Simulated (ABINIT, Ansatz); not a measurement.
# A GW chain in ABINIT: Sr2H6Os (Fm-3m)

How does a plane-wave GW calculation on Sr2H6Os (Fm-3m) run from the first input to the gap?

Program: ABINIT 10.8.3. Level of theory: PBEsol and many-body steps on it, plane waves. Results are calculated unless marked as measured.

### Step 1. Set-up

Symmetry: Fm-3m, No. 225, cubic system. The conventional cell has a = 7.625 Å, b = 7.625 Å, c = 7.625 Å, α = 90.00°, β = 90.00°, γ = 90.00°. Sr has 12 H at 2.70 Å nearest. Nearest to H lie 1 Os at 1.72 Å and 4 H at 2.44 Å and 4 Sr at 2.70 Å. Nearest to Os lie 6 H at 1.72 Å. Farther neighbours are not listed.

The cell and positions are those that the Materials Project relaxed with its own functionals (PBE, PBE+U or r2SCAN), kept fixed. Spin-orbit coupling is left out unless a step names it.

### Step 2. Ground state

This step: ABINIT 10.8.3; DFT, PBEsol, plane waves, norm-conserving pseudopotentials.

The ground-state density comes first.

run.abi

```
acell 3*1.0 Angstrom
rprim 
  -0.000000000000 3.812277830000 3.812277830000
  3.812277830000 -0.000000000000 3.812277830000
  3.812277830000 3.812277830000 0.000000000000
ntypat 3
znucl 38 1 76
natom 9
typat 1 1 2 2 2 2 2 2 3
xred 
  0.750000000000 0.750000000000 0.750000000000
  0.250000000000 0.250000000000 0.250000000000
  0.773847590000 0.773847590000 0.226152410000
  0.226152410000 0.773847590000 0.226152410000
  0.773847590000 0.226152410000 0.226152410000
  0.226152410000 0.226152410000 0.773847590000
  0.773847590000 0.226152410000 0.773847590000
  0.226152410000 0.773847590000 0.773847590000
  0.000000000000 0.000000000000 0.000000000000
pp_dirpath "pseudos"
pseudos "Sr.upf, H.upf, Os.upf"
ecut 33
ngkpt 6 6 6
nshiftk 1
shiftk 0 0 0
kptopt 1
chksymbreak 0
nband 29
occopt 1
tolvrs 1e-10
nstep 60
prtwf 0
optforces 0
optstress 0
indata_prefix "in"
outdata_prefix "out"
tmpdata_prefix "tmp"
```

Run with:

```console
$ OMP_NUM_THREADS=1 mpirun -n 4 abinit run.abi > log
```

Numbers of over 12 decimals in the logs are rounded to 6 here.

The program printed:

```text
.Version 10.8.3 of ABINIT. v10.8.2 released Aug 2026.

 Symmetries : space group Fm -3 m (#225); Bravais cF (face-center cubic)
================================================================================
 Values of the parameters that define the memory need of the present run
     intxc =       0    ionmov =       0      iscf =       7    lmnmax =       8
     lnmax =       8     mgfft =      54  mpssoang =       4    mqgrid =    3001
     natom =       9  nloc_mem =       1    nspden =       1   nspinor =       1
    nsppol =       1      nsym =      48    n1xccc =    2501    ntypat =       3
    occopt =       1   xclevel =       2
-    mband =          29        mffmem =           1         mkmem =           4
       mpw =        6790          nfft =      157464          nkpt =          16
================================================================================
  Rough estimation (10% accuracy) of disk space for files :
================================================================================

--------------------------------------------------------------------------------
------------- Echo of variables that govern the present computation ------------
--------------------------------------------------------------------------------
 -outvars: echo values of preprocessed input variables --------
            acell      1.8897261259E+00  1.8897261259E+00  1.8897261259E+00 Bohr

      chksymbreak           0
             ecut      3.30000000E+01 Hartree
-          fftalg         312

              ixc     -116133
              kpt      0.00000000E+00  0.00000000E+00  0.00000000E+00
                       1.66666667E-01  0.00000000E+00  0.00000000E+00
                       3.33333333E-01  0.00000000E+00  0.00000000E+00
                       5.00000000E-01  0.00000000E+00  0.00000000E+00
                       1.66666667E-01  1.66666667E-01  0.00000000E+00
                       3.33333333E-01  1.66666667E-01  0.00000000E+00
                       5.00000000E-01  1.66666667E-01  0.00000000E+00
                      -3.33333333E-01  1.66666667E-01  0.00000000E+00
                      -1.66666667E-01  1.66666667E-01  0.00000000E+00
   [... 5 further rows ...]
                      -3.33333333E-01  3.33333333E-01  1.66666667E-01
                      -3.33333333E-01  5.00000000E-01  1.66666667E-01
         kptrlatt        6    0    0      0    6    0      0    0    6
          kptrlen      6.11293333E+01
P           mkmem           4
            natom           9
            nband          29
            ngfft          54      54      54
             nkpt          16
            nstep          60
             nsym          48
           ntypat           3
              occ      2.000000  2.000000  2.000000  2.000000  2.000000  2.000000
                       2.000000  2.000000  2.000000  2.000000  2.000000  2.000000
                       2.000000  2.000000  2.000000  2.000000  2.000000  2.000000
                       2.000000  2.000000  2.000000  0.000000  0.000000  0.000000
                       0.000000  0.000000  0.000000  0.000000  0.000000
        optforces           0
        optstress           0
            prtwf           0
            rprim     -0.0000000000E+00  3.8122778300E+00  3.8122778300E+00
[...]
spgroup         225

           tolvrs      1.00000000E-10

             xred      7.5000000000E-01  7.5000000000E-01  7.5000000000E-01
[...]
znucl       38.00000    1.00000   76.00000

================================================================================

 chkinp: Checking input parameters for consistency.

================================================================================
== DATASET  1 ==================================================================
-   mpi_nproc: 4, omp_nthreads: 1 (-1 if OMP is not activated)

--- !DatasetInfo
iteration_state: {dtset: 1, }
dimensions: {natom: 9, nkpt: 16, mband: 29, nsppol: 1, nspinor: 1, nspden: 1, mpw: 6790, }
cutoff_energies: {ecut:  33.0, pawecutdg:  -1.0, }
electrons: {nelect:   4.20000000E+01, charge:   0.00000000E+00, occopt:   1.00000000E+00, tsmear:   1.00000000E-02, }

 Real(R)+Recip(G) space primitive vectors, cartesian coordinates (Bohr,Bohr^-1):
 R(1)=  0.0000000  7.2041610  7.2041610  G(1)= -0.0694043  0.0694043  0.0694043
 R(2)=  7.2041610  0.0000000  7.2041610  G(2)=  0.0694043 -0.0694043  0.0694043
 R(3)=  7.2041610  7.2041610  0.0000000  G(3)=  0.0694043  0.0694043 -0.0694043
 Unit cell volume ucvol=  7.4779099E+02 bohr^3
 Angles (23,13,12)=  6.00000000E+01  6.00000000E+01  6.00000000E+01 degrees

 getcut: wavevector=  0.0000  0.0000  0.0000  ngfft=  54  54  54
         ecut(hartree)=     33.000   => boxcut(ratio)=   2.05032

--- Pseudopotential description ------------------------------------------------
- Sr Generated using ONCVPSP code by D. R. Hamann
- 38.00000  10.00000  180301                  znucl, zion, pspdat
12 -116133 2 -1 1834                          pspcod,pspxc,lmax,lloc,mmax
     nproj     2     2     2     0
  pspatm : epsatm=   12.46451298
         --- l  ekb(1:nproj) -->
[...]
pspatm: atomic psp has been read  and splines computed

- H Generated using ONCVPSP code by D. R. Hamann
-  1.00000   1.00000  180301                  znucl, zion, pspdat
12 -116133 1 -1 1180                          pspcod,pspxc,lmax,lloc,mmax
     nproj     2     1     0     0
  pspatm : epsatm=    0.35585368
         --- l  ekb(1:nproj) -->
[...]
1   -0.494138
 pspatm: atomic psp has been read  and splines computed

- Os Generated using ONCVPSP code by D. R. Hamann
- 76.00000  16.00000  180301                  znucl, zion, pspdat
12 -116133 3 -1 1328                          pspcod,pspxc,lmax,lloc,mmax
     nproj     2     2     2     2
  pspatm : epsatm=   26.11825285
         --- l  ekb(1:nproj) -->
[...]
pspatm: atomic psp has been read  and splines computed

   2.23366084E+03                                ecore*ucvol(ha*bohr**3)
--------------------------------------------------------------------------------

_setup2: Arith. and geom. avg. npw (full set) are    6768.736    6768.723

================================================================================

--- !BeginCycle
iteration_state: {dtset: 1, }
solver: {iscf: 7, nstep: 60, nline: 4, wfoptalg: 0, }
tolerances: {tolvrs: 1.00E-10, }

     iter   Etot(hartree)      deltaE(h)  residm     vres2
 ETOT  1  -173.04125204378    -1.730E+02 4.053E-02 1.190E+03
 ETOT  2  -173.14167749916    -1.004E-01 6.718E-03 4.663E+02
 ETOT  3  -173.18247082336    -4.079E-02 6.017E-03 2.412E+02
 ETOT  4  -173.21343106491    -3.096E-02 1.072E-03 1.214E+00
 ETOT  5  -173.21349173734    -6.067E-05 1.538E-03 1.010E-01
 ETOT  6  -173.21349562075    -3.883E-06 4.270E-04 1.961E-02
 ETOT  7  -173.21349740708    -1.786E-06 8.507E-04 2.261E-04
 ETOT  8  -173.21349742435    -1.727E-08 9.062E-04 5.621E-06
 ETOT  9  -173.21349742507    -7.175E-10 8.880E-04 6.577E-08
 ETOT 10  -173.21349742508    -1.128E-11 7.017E-04 1.666E-09
 ETOT 11  -173.21349742508     3.979E-13 2.553E-04 2.174E-11

 At SCF step   11       vres2   =  2.17E-11 < tolvrs=  1.00E-10 =>converged.

--- !ResultsGS
iteration_state: {dtset: 1, }
comment   : Summary of ground state results
lattice_vectors:
- [ -0.0000000,   7.2041610,   7.2041610, ]
- [  7.2041610,  -0.0000000,   7.2041610, ]
- [  7.2041610,   7.2041610,   0.0000000, ]
lattice_lengths: [  10.18822,   10.18822,   10.18822, ]
lattice_angles: [ 60.000,  60.000,  60.000, ] # degrees, (23, 13, 12)
lattice_volume:   7.4779099E+02
convergence: {deltae:  3.979E-13, res2:  2.174E-11, residm:  2.553E-04, diffor:  0.000E+00, }
etotal    :  -1.73213497E+02
entropy   :   0.00000000E+00
fermie    :   1.85073637E-01
cartesian_stress_tensor: null
pressure_GPa: null
xred      :
- [  7.5000E-01,   7.5000E-01,   7.5000E-01, Sr]
- [  2.5000E-01,   2.5000E-01,   2.5000E-01, Sr]
- [  7.7385E-01,   7.7385E-01,   2.2615E-01,  H]
- [  2.2615E-01,   7.7385E-01,   2.2615E-01,  H]
- [  7.7385E-01,   2.2615E-01,   2.2615E-01,  H]
- [  2.2615E-01,   2.2615E-01,   7.7385E-01,  H]
- [  7.7385E-01,   2.2615E-01,   7.7385E-01,  H]
- [  2.2615E-01,   7.7385E-01,   7.7385E-01,  H]
- [  0.0000E+00,   0.0000E+00,   0.0000E+00, Os]
cartesian_forces: null
force_length_stats: {min: null, max: null, mean: null, }

 Integrated electronic density in atomic spheres:
 ------------------------------------------------
 Atom  Sphere_radius  Integrated_density
[...]
================================================================================

 ----iterations are completed or convergence reached----

 Mean square residual over all n,k,spin=   12.729E-07; max=  25.531E-05
 reduced coordinates (array xred) for    9 atoms
[...]
0.773847590000      0.226152410000      0.226152410000
       0.226152410000      0.226152410000      0.773847590000
       0.773847590000      0.226152410000      0.773847590000
       0.226152410000      0.773847590000      0.773847590000
       0.000000000000      0.000000000000      0.000000000000
 rms dE/dt=  0.0000E+00; max dE/dt=  0.0000E+00; dE/dt below (all hartree)
    1       0.000000000000      0.000000000000      0.000000000000
    2       0.000000000000      0.000000000000      0.000000000000
    3       0.000000000000      0.000000000000      0.000000000000
    4       0.000000000000      0.000000000000      0.000000000000
    5       0.000000000000      0.000000000000      0.000000000000
    6       0.000000000000      0.000000000000      0.000000000000
    7       0.000000000000      0.000000000000      0.000000000000
    8       0.000000000000      0.000000000000      0.000000000000
    9       0.000000000000      0.000000000000      0.000000000000

 cartesian coordinates (angstrom) at end:
    1      5.718417     5.718417     5.718417
[...]
5      1.724312     3.812278     3.812278
    6      3.812278     3.812278     1.724312
    7      3.812278     5.900244     3.812278
    8      5.900244     3.812278     3.812278
    9      0.000000     0.000000     0.000000
 length scales=  1.889726125908  1.889726125908  1.889726125908 bohr
              =  1.000000000000  1.000000000000  1.000000000000 angstroms
 prteigrs : about to open file out_EIG
 Fermi (or HOMO) energy (hartree) =   0.18507   Average Vxc (hartree)=  -0.35929
 Eigenvalues (hartree) for nkpt=  16  k points:
 kpt#   1, nband= 29, wtk=  0.00463, kpt=  0.0000  0.0000  0.0000 (reduced coord)
  -2.89754   -1.40597   -1.40597   -1.40597   -1.05391   -1.05139   -0.39931   -0.39931
  -0.39931   -0.38943   -0.38943   -0.38943   -0.06151    0.03521    0.03521    0.09729
   0.09729    0.09729    0.18507    0.18507    0.18507    0.32779    0.33296    0.33296
   0.45506    0.45506    0.45515    0.46441    0.46441
 prteigrs : prtvol=0 or 1, do not print more k-points.

--- !EnergyTerms
iteration_state     : {dtset: 1, }
comment             : Components of total free energy in Hartree
kinetic             :  4.96274163174293E+01
hartree             :  4.19954370646009E+01
xc                  : -3.93028004546245E+01
Ewald energy        : -1.02820583748387E+02
psp_core            :  2.98701223491021E+00
local_psp           : -1.40946357740949E+02
non_local_psp       :  1.52463789019408E+01
total_energy        : -1.73213497425079E+02
total_energy_eV     : -4.71337938145107E+03
band_energy         : -2.14092436139686E+01

== END DATASET(S) ==============================================================
================================================================================

 -outvars: echo values of variables after computation  --------
           etotal     -1.7321349743E+02
            nband          29
             nkpt          16
          spgroup         225
 [... the other variables as echoed above ...]

 Calculation completed.
```

The job ended after 41 s (4 MPI ranks of Arm Neoverse V2, shared host; peak memory 0.43 GiB).

Numbers from this step:

```
total energy               : -4713.3794 eV
gap                        : 2.319 eV
k of the valence top       : 0, 0, 0
k of the conduction bottom : 0.5, 0.5, 0
least direct gap           : 2.383 eV
```

The gap is indirect, with the least direct gap 0.06 eV higher.

(Continued in part 2 of 3.)

[Paths, hosts, dates, memory and timing lines, banners, echoed tables and standing remarks are left out of the program output.]

[Logs are printed without paths, hosts, clocks, repeated set-up lines and the standing remarks that a program may print on its own settings, such as how far it seeks lower states.]

[Runs of the session that timed out or met a known fault of the program may be left out.]

[Hosts, paths, dates, database ids (printed as entryN), source tags and the programs' standing remarks are cut or masked in the printed files.]

[G0W0 gaps are taken among the corrected bands and points alone; a level outside them can change the order at an edge.]

[Where Ansatz stands beside ABINIT at settings called matched, ABINIT's density can come from a denser mesh and the files from another edition; pairs whose starting gaps differed by over 0.03 eV were left out, so agreement reads better than it is.]
